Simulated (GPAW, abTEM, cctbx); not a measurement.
# MgPdS3: the scripts behind a bonding study

Short scripts, each with its output. The start was made by putting kin elements into a known structure type; the compound need not exist, or be stable, in this form.

## 1. Relax the structure

```text
cell
1.0
     4.381000000    0.000000000    0.000000000
     0.000000000    4.381000000    0.000000000
     0.000000000    0.000000000    4.381000000
Pd S Mg
1 3 1
Direct
0.500000000 0.500000000 0.500000000
0.500000000 0.000000000 0.500000000
0.000000000 0.500000000 0.500000000
0.500000000 0.500000000 0.000000000
0.000000000 0.000000000 0.000000000
```

```python
from ase.constraints import FixSymmetry
from ase.filters import FrechetCellFilter
from ase.io import read, write
from ase.optimize import BFGS
from ase.parallel import parprint
from gpaw import GPAW, PW, FermiDirac

atoms = read("start.vasp")
atoms.set_constraint(FixSymmetry(atoms))
atoms.calc = GPAW(mode=PW(570), xc="PBE", kpts={"size": (3, 3, 3), "gamma": True},
                 occupations=FermiDirac(0.05), maxiter=120, symmetry={"tolerance": 1e-5}, txt="relax.txt")
BFGS(FrechetCellFilter(atoms), maxstep=0.15).run(fmax=0.03, steps=40)
parprint("cell  %.4f %.4f %.4f  %.2f %.2f %.2f" % tuple(atoms.cell.cellpar()))
parprint("volume %.3f A^3, largest force %.3f eV/A, largest stress %.2f GPa" % (atoms.get_volume(), abs(atoms.get_forces()).max(), 160.218 * abs(atoms.get_stress()).max()))
atoms.set_constraint()
write("relaxed.vasp", atoms, direct=True)
```

```console
$ OMP_NUM_THREADS=1 mpirun -n 4 gpaw python run.py > gpaw.log
```

```text
      Step        Energy          fmax
BFGS:    0      -15.420985        3.122378
BFGS:    1      -15.809841        2.669350
BFGS:    2      -16.704320        1.330437
BFGS:    3      -17.055608        0.258682
BFGS:    4      -17.072475        0.034903
BFGS:    5      -17.072927        0.001269
cell  4.7319 4.7319 4.7319  90.00 90.00 90.00
volume 105.951 A^3, largest force 0.000 eV/A, largest stress 0.01 GPa
```

Time: 21 s on 4 cores of Arm Neoverse V2 (shared host), peak memory 0.89 GiB.

## 2. Build the all-electron density and subtract free atoms

```text
cell
1.0
     4.731893330    0.000000000    0.000000000
     0.000000000    4.731893330    0.000000000
     0.000000000    0.000000000    4.731893330
Pd S Mg
1 3 1
Direct
0.500000000 0.500000000 0.500000000
0.500000000 0.000000000 0.500000000
0.000000000 0.500000000 0.500000000
0.500000000 0.500000000 0.000000000
0.000000000 0.000000000 0.000000000
```

```python
import numpy as np
from ase.io import read
from ase.units import Bohr
from gpaw import GPAW, PW, FermiDirac
from gpaw.calculator import GPAW as OldGPAW
from gpaw.mpi import serial_comm, world
from scipy.special import erfc
from scipy.spatial import cKDTree

atoms = read("cell.vasp")
atoms.calc = GPAW(mode=PW(450), xc="PBE", kpts={"size": (4, 4, 4), "gamma": True},
                 occupations=FermiDirac(0.05), maxiter=120, symmetry={"tolerance": 1e-5}, txt="scf.txt")
atoms.get_potential_energy()
rho = atoms.calc.get_all_electron_density(gridrefinement=2)
moments = atoms.get_magnetic_moments() if atoms.calc.get_number_of_spins() == 2 else np.zeros(len(atoms))
total = atoms.get_magnetic_moment() if moments.any() else 0.0
if world.rank == 0:
    free = OldGPAW(mode=PW(450), xc="PBE", txt=None, communicator=serial_comm)
    neutral = atoms.copy()
    neutral.set_initial_magnetic_moments(None)
    free.initialize(neutral)
    free.set_positions(neutral)
    drho = rho - free.get_all_electron_density(gridrefinement=2)
    # GPAW starts from confined atoms: exchange their smooth part for that of the datasets' free atoms
    h = np.stack(np.meshgrid(*[np.fft.fftfreq(n, 1 / n) for n in drho.shape], indexing="ij"), -1)
    gabs = np.linalg.norm(h @ atoms.cell.reciprocal(), axis=-1)
    tails = np.fft.fftn(free.get_pseudo_density(gridrefinement=2))
    g, form, v0 = np.linspace(0, gabs.max(), 1500), {}, 0
    for e in set(atoms.symbols):
        idx = atoms.symbols.search(e)
        d = free.setups[idx[0]].data
        r, w = d.rgd.r_g * Bohr, d.rgd.r_g**2 * d.rgd.dr_g
        j0 = np.sinc(2 * g[:, None] * r)
        smooth = sum(f * p**2 for f, p in zip(d.f_j, d.phit_jg)) + np.sqrt(4 * np.pi) * d.nct_g
        full = sum(f * p**2 for f, p in zip(d.f_j, d.phi_jg)) + np.sqrt(4 * np.pi) * d.nc_g
        phase = sum(np.exp(-2j * np.pi * h @ s) for s in atoms.get_scaled_positions()[idx])
        tails -= np.interp(gabs, g, j0 @ (smooth * w)) * phase * drho.size / atoms.get_volume()
        form[e] = j0 @ (full * w)
        v0 += 2 * np.pi / 3 * 14.3996 * (full * w * r**2).sum() * len(idx)  # V A^3
    tails *= 0.5 * erfc((gabs - 1.8) / 0.25)  # the tails differ at long wavelengths alone
    drho += np.fft.ifftn(tails).real  # crystal minus superposed spherical free atoms
    np.save("drho.npy", drho)
    dv = atoms.get_volume() / drho.size
    print("grid", drho.shape, " electrons %.3f" % (rho.sum() * dv), " moved by bonding %.3f e" % (abs(drho).sum() * dv / 2))
    pts = np.indices(drho.shape).reshape(3, -1).T / drho.shape @ atoms.cell
    shifts = (np.indices((3, 3, 3)).reshape(3, -1).T - 1) @ atoms.cell
    images = (atoms.positions[None] + shifts[:, None]).reshape(-1, 3)
    dist, idx = cKDTree(images).query(pts, k=4)
    out = drho.ravel()[dist[:, 0] > 0.5]
    print("deformation density beyond 0.5 A of the nuclei: max %.3f, min %.3f e/A^3" % (out.max(), out.min()))
    tie = dist < dist[:, :1] + 1e-4
    q = -np.bincount((idx % len(atoms))[tie], (drho.ravel()[:, None] / tie.sum(1, keepdims=True) * tie)[tie], len(atoms)) * dv
    print("atom        x       y       z   Voronoi charge  moment")
    for a, s, c, m in zip(atoms, atoms.get_scaled_positions(), q, moments):
        print("%-2s%-3d %7.4f %7.4f %7.4f %10.3f %10.2f" % (a.symbol, a.index + 1, *s, c, m))
    np.savez("free.npz", g=g, **form)
    print("mean inner potential of superposed free atoms %.3f V" % (v0 / atoms.get_volume()))
    print("total magnetic moment %.3f muB" % total)
```

```console
$ OMP_NUM_THREADS=1 mpirun -n 4 gpaw python run.py > gpaw.log
```

```text
grid (48, 48, 48)  electrons 106.000  moved by bonding 1.189 e
deformation density beyond 0.5 A of the nuclei: max 0.266, min -0.709 e/A^3
atom        x       y       z   Voronoi charge  moment
Pd1    0.5000  0.5000  0.5000      0.449       0.00
S 2    0.5000  0.0000  0.5000     -0.332       0.00
S 3    0.0000  0.5000  0.5000     -0.332       0.00
S 4    0.5000  0.5000  0.0000     -0.332       0.00
Mg5    0.0000  0.0000  0.0000      0.547       0.00
mean inner potential of superposed free atoms 12.881 V
total magnetic moment 0.000 muB
```

Time: 7.4 s.

## 3. Fourier-transform the difference

```python
from cctbx import adptbx, crystal, miller, xray
from cctbx.eltbx import tiny_pse
import numpy as np

cs = crystal.symmetry(unit_cell=(4.7319, 4.7319, 4.7319, 90, 90, 90), space_group_symbol='Hall: -P 4 2 3')  # Pm-3m
atoms = [  # label, site, U (iso, or U11 U22 U33 U12 U13 U23 in A^2), occupancy
    ("Pd1", (0.5, 0.5, 0.5), 0.0000, 1),
    ("S1", (0.5, 0, 0.5), 0.0000, 1),
    ("Mg1", (0, 0, 0), 0.0000, 1),
]
xs = xray.structure(crystal_symmetry=cs)
for label, site, u, occ in atoms:
    u = adptbx.u_cif_as_u_star(cs.unit_cell(), u) if isinstance(u, tuple) else u
    xs.add_scatterer(xray.scatterer(label, site=site, u=u, occupancy=occ))
xs.scattering_type_registry(table="wk1995")
drho = np.load("drho.npy")
T = np.array([[1, 0, 0], [0, 1, 0], [0, 0, 1]])  # conventional axes in terms of the primitive ones
dF = np.fft.ifftn(drho) * 105.95095  # electrons a conventional cell, indexed by primitive hkl
ms = miller.build_set(cs, anomalous_flag=False, d_min=0.9).sort("resolution")
iam = ms.structure_factors_from_scatterers(xs, algorithm="direct").f_calc()
p1 = xs.expand_to_p1()
z = np.array([tiny_pse.table(sc.scattering_type).atomic_number() for sc in p1.scatterers()])
x = np.array(p1.sites_frac())
free = np.load("free.npz")
print("static structure factors of the conventional cell: F in electrons, V (Mott-Bethe) in volts")
print("   h  k  l      d  |F| table  |F| free   |F| DFT   change   |V| free  |V| DFT  change %")
for h, d, table in list(zip(ms.indices(), ms.d_spacings().data(), iam.data()))[:16]:
    df = dF[tuple(np.rint(np.linalg.solve(T, h)).astype(int))]
    phase = np.exp(2j * np.pi * x @ h)
    f = sum(np.interp(1 / d, free["g"], free[sc.scattering_type]) * p for sc, p in zip(p1.scatterers(), phase))
    fz = (z * phase).sum()
    c = 14.3996 * d * d / (np.pi * cs.unit_cell().volume())
    v0, v1 = abs(fz - f) * c, abs(fz - f - df) * c
    print("%4d%3d%3d %7.4f %9.3f %9.3f %9.3f %8.3f %9.3f %8.3f %8s" % (h + (d, abs(table), abs(f), abs(f + df), abs(f + df) - abs(f), v0, v1, "%.1f" % (100 * (v1 / v0 - 1)) if v0 > 0.02 else "-")))
```

```console
$ python run.py
```

```text
static structure factors of the conventional cell: F in electrons, V (Mott-Bethe) in volts
   h  k  l      d  |F| table  |F| free   |F| DFT   change   |V| free  |V| DFT  change %
   0  1  0  4.7319    46.546    46.405    46.515    0.110     3.482    3.376     -3.1
   0  1  1  3.3460    37.304    37.210    36.520   -0.690     2.320    2.654     14.4
   1  1  1  2.7320     5.399     5.525     5.861    0.336     2.736    2.628     -4.0
   0  2  0  2.3660    77.598    77.598    77.337   -0.262     6.878    6.941      0.9
   0  2  1  2.1162    37.044    37.056    36.856   -0.200     2.508    2.546      1.5
   1  2  1  1.9318    31.982    31.923    31.870   -0.053     1.627    1.635      0.5
   0  2  2  1.6730    66.218    66.231    66.078   -0.153     4.815    4.834      0.4
   1  2  2  1.5773    32.229    32.275    32.135   -0.139     1.908    1.923      0.8
   0  3  0  1.5773    32.229    32.275    32.088   -0.186     1.908    1.928      1.1
   0  3  1  1.4964    28.284    28.262    28.284    0.022     1.331    1.329     -0.2
   1  3  1  1.4267     2.844     2.808     2.766   -0.042     0.986    0.989      0.4
   2  2  2  1.3660    59.580    59.584    59.586    0.002     3.747    3.747     -0.0
   0  3  2  1.3124    29.349    29.410    29.413    0.003     1.534    1.534     -0.0
   1  3  2  1.2647    25.504    25.524    25.600    0.075     1.140    1.135     -0.5
   0  4  0  1.1830    54.978    54.978    54.999    0.021     3.089    3.088     -0.0
   2  3  2  1.1477    27.409    27.480    27.570    0.090     1.283    1.278     -0.4
```

Time: 0.25 s on 1 core of Arm Neoverse V2 (shared host), peak memory 0.07 GiB.

## 4. Rock the beam across one reflection

```python
import abtem
import numpy as np
from ase.build import make_supercell
from ase.io import read

abtem.config.set({"dask.lazy": False, "fft": "fftw", "diagnostics.progress_bar": False})
M = [[0, -1, 0], [1, 0, 0], [0, 0, 1]]  # rows: x, y and beam direction in the primitive cell's axes
unit = make_supercell(read("cell.vasp"), M)
unit.set_cell(list(unit.cell.lengths()) + [90, 90, 90], scale_atoms=True)
unit.positions[:, 2] += 1.1830  # keeps atomic planes off the slice boundaries
unit.wrap()
slab = unit * (1, 1, 148)
print(slab.get_chemical_formula(), "| box %.2f x %.2f x %.2f A" % tuple(slab.cell.lengths()))

# change of the potential by bonding, from the DFT deformation density (Poisson's equation term by term)
drho = np.load("drho.npy")
prim = read("cell.vasp")
h = np.stack(np.meshgrid(*[np.fft.fftfreq(n, 1 / n) for n in drho.shape], indexing="ij"), -1).reshape(-1, 3).astype(int)
g2 = ((h @ prim.cell.reciprocal()) ** 2).sum(1)
keep = (g2 > 0) & (g2 < 2.5**2)
shape = (106, 106, 28)
vg = np.zeros(shape, complex)
hm = h[keep] @ np.array(M).T
move = np.exp(-2j * np.pi * hm[:, 2] * (1.1830 / unit.cell[2, 2] - 0.5 / shape[2]))  # the same shift, sampled at mid-points
vg[tuple(hm.T % np.array(shape)[:, None])] = -14.3996 / np.pi * (np.fft.fftn(drho).ravel() / drho.size)[keep] / g2[keep] * move
dV = np.fft.ifftn(vg).real * vg.size
dV = dV.reshape(106, 106, 2, 14).mean(3) * unit.cell[2, 2] / 2  # V A, projected in each slice
dV = np.tile(dV.transpose(2, 0, 1), (148, 1, 1))


def build(atoms):
    p = abtem.Potential(atoms, gpts=(106, 106), slice_thickness=[slab.cell[2, 2] / 296] * 296,
                        parametrization="lobato", projection="infinite", exit_planes=74).build()
    p.array[:] += BONDING * dV
    return p


def potentials():
    yield build(slab)  # atoms at rest


for label, BONDING in (("IAM", 0.0), ("DFT", 1.0)):
    print("=====", label)
    potential = build(slab)
    print("grid", potential.gpts, "slices", potential.num_slices)
    thickness = potential.exit_thicknesses
    h = np.array(M) @ np.linalg.solve(np.array([[1, 0, 0], [0, 1, 0], [0, 0, 1]]), [1, 0, 0])
    ix, iy = round(h[0]) * 1, round(h[1]) * 1
    gxy = h[:2] / unit.cell.lengths()[:2]
    along = gxy / np.hypot(*gxy)
    across = np.array([-along[1], along[0]])
    bragg = 500 * abtem.PlaneWave(energy=300000).wavelength * np.hypot(*gxy)
    print("Bragg angle %.3f mrad; beam tilted 37 mrad off the zone axis across the row" % bragg)
    print("dark-field intensity of 1 0 0 against tilt along the row, in Bragg angles")
    print("  t (A)" + "".join("%8.2f" % s for s in [0.2, 0.4, 0.6, 0.8, 1.0, 1.2, 1.4, 1.6, 1.8, 2.0, 2.2, 2.4, 2.6]))
    rows = []
    row = [(n * ix, n * iy) for n in range(-8, 9)]
    for s in [0.2, 0.4, 0.6, 0.8, 1.0, 1.2, 1.4, 1.6, 1.8, 2.0, 2.2, 2.4, 2.6]:
        tilt = -s * bragg * along + 37 * across
        dp = abtem.PlaneWave(energy=300000, tilt=tuple(tilt)).multislice(potential).diffraction_patterns(max_angle="valid").array
        rows.append(dp[:, dp.shape[1] // 2 + ix, dp.shape[2] // 2 + iy])
        if s == 1.0:
            cx, cy = dp.shape[1] // 2, dp.shape[2] // 2
            share = sum(dp[:, cx + i, cy + j] for i, j in row if abs(i) < cx and abs(j) < cy) / dp.sum(axis=(1, 2))
            total = dp.sum(axis=(1, 2))
    for t, a in list(zip(thickness, np.array(rows).T))[1:]:
        print("%7.1f" % t + "".join("%8.4f" % v for v in a))
    print("at the Bragg tilt, share in the row:", share[1:].round(3).tolist(), "total:", total[1:].round(3).tolist())
```

```console
$ python run.py
```

```text
Mg148Pd148S444 | box 4.73 x 4.73 x 700.32 A
===== IAM
grid (106, 106) slices 296
Bragg angle 2.080 mrad; beam tilted 37 mrad off the zone axis across the row
dark-field intensity of 1 0 0 against tilt along the row, in Bragg angles
  t (A)    0.20    0.40    0.60    0.80    1.00    1.20    1.40    1.60    1.80    2.00    2.20    2.40    2.60
  175.1  0.1173  0.1220  0.1255  0.1275  0.1281  0.1272  0.1250  0.1213  0.1165  0.1104  0.1032  0.0952  0.0869
  350.2  0.3283  0.3696  0.3957  0.4070  0.4112  0.4075  0.3961  0.3698  0.3280  0.2710  0.2056  0.1404  0.0843
  525.2  0.1169  0.1549  0.2218  0.2952  0.3315  0.2967  0.2230  0.1552  0.1170  0.0839  0.0611  0.0601  0.0600
  700.3  0.0410  0.0372  0.0529  0.0739  0.0835  0.0745  0.0535  0.0374  0.0409  0.0480  0.0356  0.0479  0.0393
at the Bragg tilt, share in the row: [0.7860000133514404, 0.6840000152587891, 0.6539999842643738, 0.5989999771118164] total: [0.9959999918937683, 0.9929999709129333, 0.9909999966621399, 0.9890000224113464]
===== DFT
grid (106, 106) slices 296
Bragg angle 2.080 mrad; beam tilted 37 mrad off the zone axis across the row
dark-field intensity of 1 0 0 against tilt along the row, in Bragg angles
  t (A)    0.20    0.40    0.60    0.80    1.00    1.20    1.40    1.60    1.80    2.00    2.20    2.40    2.60
  175.1  0.1127  0.1173  0.1207  0.1227  0.1233  0.1224  0.1202  0.1166  0.1118  0.1059  0.0988  0.0911  0.0829
  350.2  0.3179  0.3580  0.3842  0.3961  0.4007  0.3967  0.3848  0.3583  0.3178  0.2633  0.2014  0.1395  0.0856
  525.2  0.1214  0.1586  0.2238  0.2955  0.3308  0.2971  0.2253  0.1591  0.1217  0.0893  0.0676  0.0659  0.0655
  700.3  0.0379  0.0436  0.0625  0.0736  0.0733  0.0741  0.0631  0.0436  0.0377  0.0440  0.0383  0.0542  0.0442
at the Bragg tilt, share in the row: [0.7829999923706055, 0.6859999895095825, 0.6570000052452087, 0.6019999980926514] total: [0.9959999918937683, 0.9940000176429749, 0.9909999966621399, 0.9890000224113464]
```

Time: 17 s.

## 5. Scan a probe

```python
import abtem
import numpy as np
from ase.build import make_supercell
from ase.io import read

abtem.config.set({"dask.lazy": False, "fft": "fftw", "diagnostics.progress_bar": False})
M = [[0, -1, 0], [1, 0, 0], [0, 0, 1]]  # rows: x, y and beam direction in the primitive cell's axes
unit = make_supercell(read("cell.vasp"), M)
unit.set_cell(list(unit.cell.lengths()) + [90, 90, 90], scale_atoms=True)
unit.positions[:, 2] += 0.5915  # keeps atomic planes off the slice boundaries
unit.wrap()
slab = unit * (3, 3, 8)
print(slab.get_chemical_formula(), "| box %.2f x %.2f x %.2f A" % tuple(slab.cell.lengths()))

# change of the potential by bonding, from the DFT deformation density (Poisson's equation term by term)
drho = np.load("drho.npy")
prim = read("cell.vasp")
h = np.stack(np.meshgrid(*[np.fft.fftfreq(n, 1 / n) for n in drho.shape], indexing="ij"), -1).reshape(-1, 3).astype(int)
g2 = ((h @ prim.cell.reciprocal()) ** 2).sum(1)
keep = (g2 > 0) & (g2 < 2.5**2)
shape = (60, 60, 28)
vg = np.zeros(shape, complex)
hm = h[keep] @ np.array(M).T
move = np.exp(-2j * np.pi * hm[:, 2] * (0.5915 / unit.cell[2, 2] - 0.5 / shape[2]))  # the same shift, sampled at mid-points
vg[tuple(hm.T % np.array(shape)[:, None])] = -14.3996 / np.pi * (np.fft.fftn(drho).ravel() / drho.size)[keep] / g2[keep] * move
dV = np.fft.ifftn(vg).real * vg.size
dV = dV.reshape(60, 60, 4, 7).mean(3) * unit.cell[2, 2] / 4  # V A, projected in each slice
dV = np.tile(dV.transpose(2, 0, 1), (8, 3, 3))


def build(atoms):
    p = abtem.Potential(atoms, gpts=(180, 180), slice_thickness=[slab.cell[2, 2] / 32] * 32,
                        parametrization="lobato", projection="infinite", exit_planes=16).build()
    p.array[:] += BONDING * dV
    return p


def potentials():
    yield build(slab)  # atoms at rest


for label, BONDING in (("IAM", 0.0), ("DFT", 1.0)):
    print("=====", label)
    potential = build(slab)
    print("grid", potential.gpts, "slices", potential.num_slices)
    thickness = potential.exit_thicknesses
    probe = abtem.Probe(energy=300000, semiangle_cutoff=25)
    probe.grid.match(potential)
    print("wavelength %.5f A, largest angle on the grid %.0f mrad" % (probe.wavelength, min(probe.cutoff_angles)))
    detectors = {"ABF": (12, 25), "BF": (0, 12), "LAADF": (30, 80)}  # mrad
    columns = [  # name, x, y (A)
        ("PdS", 2.366, 2.366),
        ("S", 0.000, 2.366),
        ("Mg", 0.000, 0.000),
        ("void", 1.183, 1.183),
    ]
    scan = abtem.GridScan(start=(0.0000, 0.0000), end=(4.7319, 4.7319), gpts=(25, 25), endpoint=False)
    dets = [abtem.AnnularDetector(*v) for v in detectors.values()] + [abtem.PixelatedDetector(max_angle=38)]
    runs = [probe.scan(p, scan=scan, detectors=dets, max_batch=32) for p in potentials()]
    out = [sum(x[1:], x[0]) / len(x) for x in zip(*runs)]
    images = dict(zip(detectors, out))
    images["iCOM"] = out[-1].center_of_mass().integrate_gradient()
    np.save(label + "_pacbed.npy", out[-1].array.mean(axis=(1, 2)))
    print("PACBED pixel %.3f x %.3f mrad" % out[-1].angular_sampling)
    for name, im in images.items():
        im = im.interpolate(sampling=0.1, boundary="periodic").gaussian_filter(0.35)
        np.save(label + "_" + name + ".npy", im.array)
        print(name, "signal at the columns" + (", fraction of the beam" if name in detectors else ""))
        print("  t (A)     mean" + "".join("%10s" % c[0][:9] for c in columns))
        for t, a in list(zip(thickness, im.array))[1:]:
            at = [a[round((x - 0.0000) / im.sampling[0]) % a.shape[0], round((y - 0.0000) / im.sampling[1]) % a.shape[1]] for _, x, y in columns]
            print("%7.1f %8.5f" % (t, a.mean()) + "".join("%10.5f" % v for v in at))
```

```console
$ python run.py
```

```text
Mg72Pd72S216 | box 14.20 x 14.20 x 37.86 A
===== IAM
grid (180, 180) slices 32
wavelength 0.01969 A, largest angle on the grid 83 mrad
PACBED pixel 1.387 x 1.387 mrad
ABF signal at the columns, fraction of the beam
  t (A)     mean       PdS         S        Mg      void
   18.9  0.73248   0.57464   0.70827   0.72749   0.74713
   37.9  0.71652   0.52423   0.65957   0.69315   0.74030
BF signal at the columns, fraction of the beam
  t (A)     mean       PdS         S        Mg      void
   18.9  0.23731   0.18710   0.25315   0.24646   0.23925
   37.9  0.23632   0.22258   0.29281   0.27504   0.23397
LAADF signal at the columns, fraction of the beam
  t (A)     mean       PdS         S        Mg      void
   18.9  0.00934   0.09383   0.01336   0.00810   0.00220
   37.9  0.01182   0.06163   0.01045   0.00644   0.00570
iCOM signal at the columns
  t (A)     mean       PdS         S        Mg      void
   18.9  0.02936   0.12063   0.05568   0.04322   0.01401
   37.9  0.02936   0.11801   0.07039   0.05269   0.00546
===== DFT
grid (180, 180) slices 32
wavelength 0.01969 A, largest angle on the grid 83 mrad
PACBED pixel 1.387 x 1.387 mrad
ABF signal at the columns, fraction of the beam
  t (A)     mean       PdS         S        Mg      void
   18.9  0.73232   0.57336   0.70864   0.72684   0.74710
   37.9  0.71609   0.52162   0.66063   0.69119   0.74020
BF signal at the columns, fraction of the beam
  t (A)     mean       PdS         S        Mg      void
   18.9  0.23730   0.18725   0.25300   0.24675   0.23919
   37.9  0.23630   0.22370   0.29212   0.27631   0.23375
LAADF signal at the columns, fraction of the beam
  t (A)     mean       PdS         S        Mg      void
   18.9  0.00940   0.09421   0.01339   0.00811   0.00223
   37.9  0.01198   0.06209   0.01054   0.00645   0.00581
iCOM signal at the columns
  t (A)     mean       PdS         S        Mg      void
   18.9  0.02968   0.12259   0.05450   0.04599   0.01413
   37.9  0.02968   0.12115   0.06789   0.05764   0.00542
```

Time: 30 s.

[Outputs are excerpts: Python notices, other lines and further rows are left out; steps that failed or that the build refused (PBEsol, TPSS) are not shown.]

[Logs are printed without paths, hosts, clocks, repeated set-up lines and the standing remarks that a program may print on its own settings, such as how far it seeks lower states.]
